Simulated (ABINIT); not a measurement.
# Quasiparticle gap of InGaN2 (P3m1) in ABINIT, part 2 of 3

Aim: the G0W0 gap of InGaN2 (P3m1) on PBEsol with spin-orbit coupling, step by step.

ABINIT 10.8.3; PBEsol and many-body steps on it, plane waves. Known limits of the many-body steps: not at the basis limit; screening runs away on this mesh; screening head approximate; coarse k mesh.

So far. Step 2 (Ground state): The gap is direct, at Γ.

## (3) Bands along the symmetry lines

Level of this step: DFT, PBEsol with spin-orbit coupling, plane waves, norm-conserving pseudopotentials (ABINIT).

Levels along a band path, at the cheap level, show where the edges lie and whether the meshes to come will hold them.

Input file run.abi:

```
acell 3*1.0 Angstrom
rprim 
  3.399288205422 -0.000000000005 0.000000000000
  -1.699644102707 2.943869940683 0.000000000000
  0.000000000000 0.000000000000 5.551613000000
ntypat 3
znucl 49 31 7
natom 4
typat 1 2 3 3
xred 
  0.000000000000 0.000000000000 0.998402000000
  0.666666666667 0.333333333333 0.495356000000
  0.666666666667 0.333333333333 0.145617000000
  0.000000000000 0.000000000000 0.602224000000
pp_dirpath "pseudos"
pseudos "In.upf, Ga.upf, N.upf"
ecut 45
nspinor 2
iscf -2
irdden 1
kptopt 0
nkpt 39
kpt 
  0.00000000 0.00000000 0.00000000
  0.12500000 0.00000000 0.00000000
  0.25000000 0.00000000 0.00000000
  0.37500000 0.00000000 0.00000000
  0.50000000 0.00000000 0.00000000
  0.45833333 0.08333333 0.00000000
  0.41666666 0.16666666 0.00000000
  0.37500000 0.25000000 0.00000000
  0.33333333 0.33333333 0.00000000
  0.25000000 0.25000000 0.00000000
  0.16666666 0.16666666 0.00000000
  0.08333333 0.08333333 0.00000000
  0.00000000 0.00000000 0.00000000
  0.00000000 0.00000000 0.12500000
  0.00000000 0.00000000 0.25000000
  0.00000000 0.00000000 0.37500000
  0.00000000 0.00000000 0.50000000
  0.12500000 0.00000000 0.50000000
  0.25000000 0.00000000 0.50000000
  0.37500000 0.00000000 0.50000000
  0.50000000 0.00000000 0.50000000
  0.45833333 0.08333333 0.50000000
  0.41666666 0.16666666 0.50000000
  0.37500000 0.25000000 0.50000000
  0.33333333 0.33333333 0.50000000
  0.25000000 0.25000000 0.50000000
  0.16666666 0.16666666 0.50000000
  0.08333333 0.08333333 0.50000000
  0.00000000 0.00000000 0.50000000
  0.50000000 0.00000000 0.50000000
  0.50000000 0.00000000 0.37500000
  0.50000000 0.00000000 0.25000000
  0.50000000 0.00000000 0.12500000
  0.50000000 0.00000000 0.00000000
  0.33333333 0.33333333 0.50000000
  0.33333333 0.33333333 0.37500000
  0.33333333 0.33333333 0.25000000
  0.33333333 0.33333333 0.12500000
  0.33333333 0.33333333 0.00000000
istwfk *1
nband 68
nbdbuf 6
tolwfr 1e-08
nstep 40
prtwf 0
prtvol 0
indata_prefix "in"
outdata_prefix "out"
tmpdata_prefix "tmp"
```

Run with:

```
$ OMP_NUM_THREADS=1 mpirun -n 8 abinit run.abi > log
```

Numbers of over 12 decimals in the logs are rounded to 6 here.

What it wrote:

```text
.Version 10.8.3 of ABINIT. v10.8.2 released Aug 2026.

 Symmetries : space group P3 m 1 (#156); Bravais hP (primitive hexag.)
[... echo of the input left out ...]
== DATASET  1 ==================================================================
-   mpi_nproc: 8, omp_nthreads: 1 (-1 if OMP is not activated)

--- !DatasetInfo
iteration_state: {dtset: 1, }
dimensions: {natom: 4, nkpt: 39, mband: 68, nsppol: 1, nspinor: 2, nspden: 1, mpw: 5444, }
cutoff_energies: {ecut:  45.0, pawecutdg:  -1.0, }
electrons: {nelect:   5.20000000E+01, charge:   0.00000000E+00, occopt:   1.00000000E+00, tsmear:   1.00000000E-02, }

 Real(R)+Recip(G) space primitive vectors, cartesian coordinates (Bohr,Bohr^-1):
 R(1)=  6.4237237  0.0000000  0.0000000  G(1)=  0.1556729  0.0898778  0.0000000
 R(2)= -3.2118619  5.5631079  0.0000000  G(2)=  0.0000000  0.1797556  0.0000000
 R(3)=  0.0000000  0.0000000 10.4910281  G(3)=  0.0000000  0.0000000  0.0953195
 Unit cell volume ucvol=  3.7490600E+02 bohr^3
 Angles (23,13,12)=  9.00000000E+01  9.00000000E+01  1.20000000E+02 degrees

 getcut: wavevector=  0.0000  0.0000  0.0000  ngfft=  40  40  64
         ecut(hartree)=     45.000   => boxcut(ratio)=   2.02018

--- Pseudopotential description ------------------------------------------------
- In Generated using ONCVPSP code by D. R. Hamann
- 49.00000  21.00000  180509                  znucl, zion, pspdat
12 -116133 2 -1 1986                          pspcod,pspxc,lmax,lloc,mmax
     nproj     2     4     2     0
     spin-orbit psp
        nprojso     4     4     0
  pspatm : epsatm=   33.82557349
         --- l  ekb(1:nproj) -->
             0   -0.551938    8.423538
             1    2.481718   -1.177980    0.003010   -0.000033
             2   -3.335283   -0.951977
  spin-orbit 1    0.465773   -0.123438    0.027920   -0.000726
  spin-orbit 2    0.049576    0.017152   -0.000101   -0.000030
 pspatm: atomic psp has been read  and splines computed

- Ga Generated using ONCVPSP code by D. R. Hamann
- 31.00000  21.00000  180509                  znucl, zion, pspdat
12 -116133 2 -1 1902                          pspcod,pspxc,lmax,lloc,mmax
     nproj     2     3     2     0
     spin-orbit psp
        nprojso     4     3     0
  pspatm : epsatm=   21.81442871
         --- l  ekb(1:nproj) -->
             0   -1.211407    4.963105
             1   -5.681640   -1.350451   -0.000027
[...]
spin-orbit 1    0.212329    0.072303   -0.001104   -0.000024
  spin-orbit 2    0.017936    0.011166   -0.000068
 pspatm: atomic psp has been read  and splines computed

- N Generated using ONCVPSP code by D. R. Hamann
-  7.00000   5.00000  180509                  znucl, zion, pspdat
12 -116133 1 -1 1070                          pspcod,pspxc,lmax,lloc,mmax
     nproj     2     2     0     0
     spin-orbit psp
        nprojso     2     0     0
  pspatm : epsatm=    5.26659540
         --- l  ekb(1:nproj) -->
[...]
6.4129E-01  6.4321E-01
[...]
Non-SCF case, kpt   38 (  0.33333  0.33333  0.12500), residuals and eigenvalues=
[...]
6.4108E-01  6.4339E-01
 Non-SCF case, kpt   39 (  0.33333  0.33333  0.00000), residuals and eigenvalues=
[...]
4.5308E-01  4.5435E-01  4.5478E-01  4.5498E-01  5.0080E-01  5.0130E-01
  5.3506E-01  5.3704E-01  5.7460E-01  5.7634E-01  6.1521E-01  6.2592E-01
  6.3052E-01  6.3145E-01

--- !ResultsGS
iteration_state: {dtset: 1, }
comment   : Summary of ground state results
lattice_vectors:
- [  6.4237237,  -0.0000000,   0.0000000, ]
- [ -3.2118619,   5.5631079,   0.0000000, ]
- [  0.0000000,   0.0000000,  10.4910281, ]
lattice_lengths: [   6.42372,    6.42372,   10.49103, ]
lattice_angles: [ 90.000,  90.000, 120.000, ] # degrees, (23, 13, 12)
lattice_volume:   3.7490600E+02
convergence: {deltae:  0.000E+00, res2:  0.000E+00, residm:  9.992E-09, diffor:  0.000E+00, }
etotal    :  -4.67880897E+02
entropy   :   0.00000000E+00
fermie    :   2.32338028E-01
cartesian_stress_tensor: null
pressure_GPa: null
xred      :
- [  0.0000E+00,   0.0000E+00,   9.9840E-01, In]
- [  6.6667E-01,   3.3333E-01,   4.9536E-01, Ga]
- [  6.6667E-01,   3.3333E-01,   1.4562E-01,  N]
- [  0.0000E+00,   0.0000E+00,   6.0222E-01,  N]
cartesian_forces: null
force_length_stats: {min: null, max: null, mean: null, }

 Integrated electronic density in atomic spheres:
 ------------------------------------------------
 Atom  Sphere_radius  Integrated_density
[...]
================================================================================

 ----iterations are completed or convergence reached----

 Mean square residual over all n,k,spin=   49.909E-10; max=  99.918E-10
 reduced coordinates (array xred) for    4 atoms
[...]
0.666666666667      0.333333333333      0.145617000000
       0.000000000000      0.000000000000      0.602224000000

 cartesian coordinates (angstrom) at end:
[...]
length scales=  1.889726125908  1.889726125908  1.889726125908 bohr
              =  1.000000000000  1.000000000000  1.000000000000 angstroms
 prteigrs : about to open file out_EIG
 Eigenvalues (hartree) for nkpt=  39  k points:
 kpt#   1, nband= 68, wtk=  1.00000, kpt=  0.0000  0.0000  0.0000 (reduced coord)
[...]
kpt#   2, nband= 68, wtk=  1.00000, kpt=  0.1250  0.0000  0.0000 (reduced coord)
[...]
kpt#   3, nband= 68, wtk=  1.00000, kpt=  0.2500  0.0000  0.0000 (reduced coord)
[...]
kpt#  38, nband= 68, wtk=  1.00000, kpt=  0.3333  0.3333  0.1250 (reduced coord)
[...]
0.62970    0.63629    0.64108    0.64339
 kpt#  39, nband= 68, wtk=  1.00000, kpt=  0.3333  0.3333  0.0000 (reduced coord)
[...]
0.13654    0.13699    0.14640    0.14881    0.39902    0.40186    0.45308    0.45435
   0.45478    0.45498    0.50080    0.50130    0.53506    0.53704    0.57460    0.57634
   0.61521    0.62592    0.63052    0.63145

== END DATASET(S) ==============================================================
================================================================================

 -outvars: echo values of variables after computation  --------
            nband          68
             nkpt          39
          spgroup         156
 [... the other variables as echoed above ...]

 Calculation completed.
```

Elapsed: 92 s, on 8 MPI ranks of Arm Neoverse V2, shared host; peak memory 1.1 GiB.

Numbers from this step:

| Item | Value |
| --- | --- |
| gap | 0.2000 eV |
| k of the valence top | 0, 0, 0 |
| k of the conduction bottom | 0, 0, 0 |
| least direct gap | 0.2000 eV |

The gap is 0.200 eV, as in the run before at this level.

Electronic bands along the path, in eV, zero at the top of the highest filled band:

```
    point  band 49  band 50  band 51  band 52  band 53  band 54  band 55  band 56
        Γ    -0.01    -0.01     0.00     0.00     0.20     0.20     3.11     3.11
  halfway    -0.79    -0.74    -0.44    -0.42     2.63     2.67     4.75     4.76
        M    -2.06    -2.06    -0.87    -0.87     3.86     3.86     4.72     4.72
  halfway    -2.20    -2.19    -1.63    -1.58     4.78     4.83     4.88     4.89
        K    -2.61    -2.59    -2.34    -2.27     4.54     4.61     6.01     6.04
  halfway    -0.98    -0.93    -0.85    -0.80     3.16     3.19     5.39     5.40
        Γ    -0.01    -0.01     0.00     0.00     0.20     0.20     3.11     3.11
  halfway    -0.12    -0.12    -0.11    -0.11     1.56     1.56     3.12     3.12
        A    -0.28    -0.28    -0.25    -0.25     2.43     2.43     3.06     3.06
  halfway    -1.56    -1.56    -0.88    -0.87     3.33     3.34     4.32     4.34
        L    -1.56    -1.56    -1.45    -1.45     3.19     3.19     3.68     3.68
  halfway    -1.83    -1.80    -1.30    -1.26     4.08     4.11     4.39     4.44
        H    -1.74    -1.73    -1.18    -1.18     5.10     5.13     5.25     5.34
  halfway    -1.63    -1.57    -1.45    -1.36     3.61     3.62     4.86     4.91
        A    -0.28    -0.28    -0.25    -0.25     2.43     2.43     3.06     3.06
jump to L    -1.56    -1.56    -1.45    -1.45     3.19     3.19     3.68     3.68
  halfway    -1.62    -1.58    -1.12    -1.11     3.21     3.23     4.36     4.37
        M    -2.06    -2.06    -0.87    -0.87     3.86     3.86     4.72     4.72
jump to H    -1.74    -1.73    -1.18    -1.18     5.10     5.13     5.25     5.34
  halfway    -2.28    -2.25    -1.85    -1.85     5.07     5.14     5.62     5.64
        K    -2.61    -2.59    -2.34    -2.27     4.54     4.61     6.01     6.04
```

## (4) Empty states on the mesh, 3×3×2 mesh, 166 bands

The sums over transitions need many empty states on a uniform mesh; this step solves for them.

Input file run.abi:

```
acell 3*1.0 Angstrom
rprim 
  3.399288205422 -0.000000000005 0.000000000000
  -1.699644102707 2.943869940683 0.000000000000
  0.000000000000 0.000000000000 5.551613000000
ntypat 3
znucl 49 31 7
natom 4
typat 1 2 3 3
xred 
  0.000000000000 0.000000000000 0.998402000000
  0.666666666667 0.333333333333 0.495356000000
  0.666666666667 0.333333333333 0.145617000000
  0.000000000000 0.000000000000 0.602224000000
pp_dirpath "pseudos"
pseudos "In.upf, Ga.upf, N.upf"
ecut 45
nspinor 2
ngkpt 3 3 2
nshiftk 1
shiftk 0 0 0
kptopt 1
chksymbreak 0
iscf -2
irdden 1
istwfk *1
nband 166
nbdbuf 14
tolwfr 1e-09
nstep 60
prtvol 0
indata_prefix "in"
outdata_prefix "out"
tmpdata_prefix "tmp"
```

What it wrote:

```text
.Version 10.8.3 of ABINIT. v10.8.2 released Aug 2026.

 Symmetries : space group P3 m 1 (#156); Bravais hP (primitive hexag.)
[... echo of the input left out ...]
== DATASET  1 ==================================================================
-   mpi_nproc: 8, omp_nthreads: 1 (-1 if OMP is not activated)
-    --> not optimal distribution: autoparal keyword recommended in input file <--

--- !DatasetInfo
iteration_state: {dtset: 1, }
dimensions: {natom: 4, nkpt: 6, mband: 166, nsppol: 1, nspinor: 2, nspden: 1, mpw: 5432, }
cutoff_energies: {ecut:  45.0, pawecutdg:  -1.0, }
electrons: {nelect:   5.20000000E+01, charge:   0.00000000E+00, occopt:   1.00000000E+00, tsmear:   1.00000000E-02, }

 Real(R)+Recip(G) space primitive vectors, cartesian coordinates (Bohr,Bohr^-1):
 R(1)=  6.4237237  0.0000000  0.0000000  G(1)=  0.1556729  0.0898778  0.0000000
 R(2)= -3.2118619  5.5631079  0.0000000  G(2)=  0.0000000  0.1797556  0.0000000
 R(3)=  0.0000000  0.0000000 10.4910281  G(3)=  0.0000000  0.0000000  0.0953195
 Unit cell volume ucvol=  3.7490600E+02 bohr^3
 Angles (23,13,12)=  9.00000000E+01  9.00000000E+01  1.20000000E+02 degrees

 getcut: wavevector=  0.0000  0.0000  0.0000  ngfft=  40  40  64
         ecut(hartree)=     45.000   => boxcut(ratio)=   2.02018

--- Pseudopotential description ------------------------------------------------
- In Generated using ONCVPSP code by D. R. Hamann
- 49.00000  21.00000  180509                  znucl, zion, pspdat
12 -116133 2 -1 1986                          pspcod,pspxc,lmax,lloc,mmax
     nproj     2     4     2     0
     spin-orbit psp
        nprojso     4     4     0
  pspatm : epsatm=   33.82557349
         --- l  ekb(1:nproj) -->
             0   -0.551938    8.423538
             1    2.481718   -1.177980    0.003010   -0.000033
             2   -3.335283   -0.951977
  spin-orbit 1    0.465773   -0.123438    0.027920   -0.000726
  spin-orbit 2    0.049576    0.017152   -0.000101   -0.000030
 pspatm: atomic psp has been read  and splines computed

- Ga Generated using ONCVPSP code by D. R. Hamann
- 31.00000  21.00000  180509                  znucl, zion, pspdat
12 -116133 2 -1 1902                          pspcod,pspxc,lmax,lloc,mmax
     nproj     2     3     2     0
     spin-orbit psp
        nprojso     4     3     0
  pspatm : epsatm=   21.81442871
         --- l  ekb(1:nproj) -->
             0   -1.211407    4.963105
             1   -5.681640   -1.350451   -0.000027
[...]
spin-orbit 1    0.212329    0.072303   -0.001104   -0.000024
  spin-orbit 2    0.017936    0.011166   -0.000068
 pspatm: atomic psp has been read  and splines computed

- N Generated using ONCVPSP code by D. R. Hamann
-  7.00000   5.00000  180509                  znucl, zion, pspdat
12 -116133 1 -1 1070                          pspcod,pspxc,lmax,lloc,mmax
     nproj     2     2     0     0
     spin-orbit psp
[...]
prteigrs : about to open file out_EIG
 Non-SCF case, kpt    1 (  0.00000  0.00000  0.00000), residuals and eigenvalues=
  2.77E-10  8.71E-10  5.28E-10  9.47E-10  3.49E-10  5.62E-10  4.61E-10  6.60E-10
  3.76E-10  5.46E-10  3.08E-10  4.89E-10  2.42E-10  6.79E-10  2.58E-10  4.75E-10
  2.49E-10  3.55E-10  1.41E-10  2.28E-10  3.21E-10  6.27E-10  3.71E-10  5.89E-10
[...]
1.36E-08  3.60E-08  1.04E-05  2.27E-05  1.98E-05  9.71E-06
 -4.9956E+00 -4.9956E+00 -3.9454E+00 -3.9454E+00 -3.2791E+00 -3.2791E+00
 -3.1458E+00 -3.1458E+00 -3.1457E+00 -3.1457E+00 -2.5923E+00 -2.5923E+00
[...]
2.0546E+00  2.0546E+00  2.0758E+00  2.0758E+00  2.0760E+00  2.0760E+00
  2.1353E+00  2.1362E+00  2.1377E+00  2.1385E+00
 prteigrs : prtvol=0 or 1, do not print more k-points.

--- !ResultsGS
iteration_state: {dtset: 1, }
comment   : Summary of ground state results
lattice_vectors:
- [  6.4237237,  -0.0000000,   0.0000000, ]
- [ -3.2118619,   5.5631079,   0.0000000, ]
- [  0.0000000,   0.0000000,  10.4910281, ]
lattice_lengths: [   6.42372,    6.42372,   10.49103, ]
lattice_angles: [ 90.000,  90.000, 120.000, ] # degrees, (23, 13, 12)
lattice_volume:   3.7490600E+02
convergence: {deltae:  0.000E+00, res2:  0.000E+00, residm:  9.983E-10, diffor:  0.000E+00, }
etotal    :  -4.67880897E+02
entropy   :   0.00000000E+00
fermie    :   2.32338028E-01
cartesian_stress_tensor: null
pressure_GPa: null
xred      :
- [  0.0000E+00,   0.0000E+00,   9.9840E-01, In]
- [  6.6667E-01,   3.3333E-01,   4.9536E-01, Ga]
- [  6.6667E-01,   3.3333E-01,   1.4562E-01,  N]
- [  0.0000E+00,   0.0000E+00,   6.0222E-01,  N]
cartesian_forces: null
force_length_stats: {min: null, max: null, mean: null, }

 Integrated electronic density in atomic spheres:
 ------------------------------------------------
 Atom  Sphere_radius  Integrated_density
[...]
================================================================================

 ----iterations are completed or convergence reached----

 Mean square residual over all n,k,spin=   45.059E-11; max=  99.827E-11
 reduced coordinates (array xred) for    4 atoms
[...]
0.666666666667      0.333333333333      0.145617000000
       0.000000000000      0.000000000000      0.602224000000

 cartesian coordinates (angstrom) at end:
    1      0.000000     0.000000     5.542742
    2      1.699644     0.981290     2.750025
    3      1.699644     0.981290     0.808409
    4      0.000000     0.000000     3.343315
 length scales=  1.889726125908  1.889726125908  1.889726125908 bohr
              =  1.000000000000  1.000000000000  1.000000000000 angstroms
 prteigrs : about to open file out_EIG
 Eigenvalues (hartree) for nkpt=   6  k points:
 kpt#   1, nband=166, wtk=  0.05556, kpt=  0.0000  0.0000  0.0000 (reduced coord)
[...]
1.99332    1.99332    2.00769    2.00769    2.02737    2.02737    2.03048    2.03048
   2.03149    2.03149    2.03450    2.03450    2.05464    2.05464    2.07576    2.07576
   2.07598    2.07598    2.13527    2.13620    2.13769    2.13846
 prteigrs : prtvol=0 or 1, do not print more k-points.

== END DATASET(S) ==============================================================
================================================================================

 -outvars: echo values of variables after computation  --------
            nband         166
             nkpt           6
          spgroup         156
 [... the other variables as echoed above ...]

 Calculation completed.
```

Run time: 69 s. Hardware: 8 MPI ranks; peak memory 0.85 GiB.

Numbers from this step:

```
gap                                                           : 0.2000 eV
k of the valence top                                          : 0, 0, 0
k of the conduction bottom                                    : 0, 0, 0
least direct gap                                              : 0.2000 eV
k points computed                                             : 6
lowest point of the top converged band, above the valence top : 45.39 eV
```

On this mesh the gap is 0.200 eV.

(Continued in part 3 of 3.)

[Paths, hosts, dates, memory and timing lines, banners, echoed tables and standing remarks are left out of the program output.]

[Logs are printed without paths, hosts, clocks, repeated set-up lines and the standing remarks that a program may print on its own settings, such as how far it seeks lower states.]

[Runs of the session that timed out or met a known fault of the program may be left out.]

[Hosts, paths, dates, database ids (printed as entryN), source tags and the programs' standing remarks are cut or masked in the printed files.]

[G0W0 gaps are taken among the corrected bands and points alone; a level outside them can change the order at an edge.]

[Where Ansatz stands beside ABINIT at settings called matched, ABINIT's density can come from a denser mesh and the files from another edition; pairs whose starting gaps differed by over 0.03 eV were left out, so agreement reads better than it is.]
